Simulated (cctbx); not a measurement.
# What is wrong with this refinement?

Cell a = 3.1520 Å, b = 4.2730 Å, c = 22.1570 Å, α = 90.00°, β = 90.00°, γ = 90.00°; space group Fmmm (no. 69).

Simulated single-crystal data (cctbx): Mo Kα, λ = 0.71073 Å, to d = 0.77 Å, 50 % of the full sphere, strongest reflection 5000 counts, noise from counting, a 6 % proportional error and a noise floor of 4 counts (s.d.); no absorption.

An anisotropic refinement with weights 1/σ² prints:

```text
Rint 0.050, 114 unique reflections to 0.77 A
cycle     R1     wR2    GooF  max shift (A)
   1  0.1948  0.4387   8.982   0.00212
   2  0.0758  0.1846   3.779   0.00005
final R1 0.0760 wR2 0.1846 GooF 3.779  parameters 11  data/parameter 10.4
atom        x        y        z      Ueq    occ   su(xyz)  su(Uiso or U11)
Tl1    0.00000  0.00000  0.00000   0.0086  1.000  0.00000  0.0015
Ru1    0.50000  0.00000  0.10115   0.0404  1.000  0.00031  0.0046
Fe1    0.00000  0.00000  0.20165   0.0195  1.000  0.00039  0.0049
difference map: max 6.99 min -8.71 rms 1.59
Q1    0.0000  0.0000  0.0000    4    6.99  0.00 A from Tl1
Q2    0.0000  0.0000  0.2053    8    2.70  0.08 A from Fe1
Q3    0.2228  0.0000  0.3566   16    2.06  1.17 A from Ru1
Q4    0.0000  0.2245  0.0889   16    1.92  1.21 A from Ru1
Q5    0.2435  0.0000  0.0594   16    1.63  1.23 A from Ru1
Q6    0.0000  0.2083  0.3750   16    1.38  1.04 A from Ru1
```

Q: Accept it or mend it, and why?

Mend it. The fault: wrong element: Ru1 is Fe. Against the right model at the same level, R1 goes from 0.0195 to 0.0760 and GooF from 0.91 to 3.78, U of Ru1 swells from 0.0132 to 0.0404 Å², the top difference peak, 7.0 e/Å³, lies on Tl1 and a hole of -8.7 e/Å³ opens. Ru1 has 18 electrons too many and its U swells to shed them, as expected.

The compound is TlFe4. The right model at the same level gives:

```text
Rint 0.050, 114 unique reflections to 0.77 A
cycle     R1     wR2    GooF  max shift (A)
   1  0.0397  0.1112   2.276   0.00447
   2  0.0195  0.0444   0.908   0.00000
final R1 0.0195 wR2 0.0444 GooF 0.908  parameters 11  data/parameter 10.4
atom        x        y        z      Ueq    occ   su(xyz)  su(Uiso or U11)
Tl1    0.00000  0.00000  0.00000   0.0104  1.000  0.00000  0.0003
Fe1    0.50000  0.00000  0.10121   0.0132  1.000  0.00007  0.0010
Fe2    0.00000  0.00000  0.20175   0.0207  1.000  0.00009  0.0011
difference map: max 1.32 min -1.01 rms 0.32
Q1    0.0000  0.2201  0.5000    8    1.34  1.20 A from Tl1
Q2    0.2461  0.0000  0.1433   16    1.05  1.23 A from Fe1
Q3    0.1771  0.0000  0.5000    8    1.02  1.02 A from Tl1
Q4    0.1781  0.0000  0.0554   16    1.02  1.35 A from Tl1
Q5    0.2500  0.0000  0.2500    8    0.99  1.33 A from Fe2
Q6    0.0000  0.1978  0.0846   16    0.98  1.34 A from Fe1
```

The model was made for the exercise: a known structure type with other elements put in, its volume estimated, not relaxed; displacement parameters are assumed.

[Middle refinement cycles are left out of these outputs.]

[Logs are printed without paths, hosts, clocks, repeated set-up lines and the standing remarks that a program may print on its own settings, such as how far it seeks lower states.]
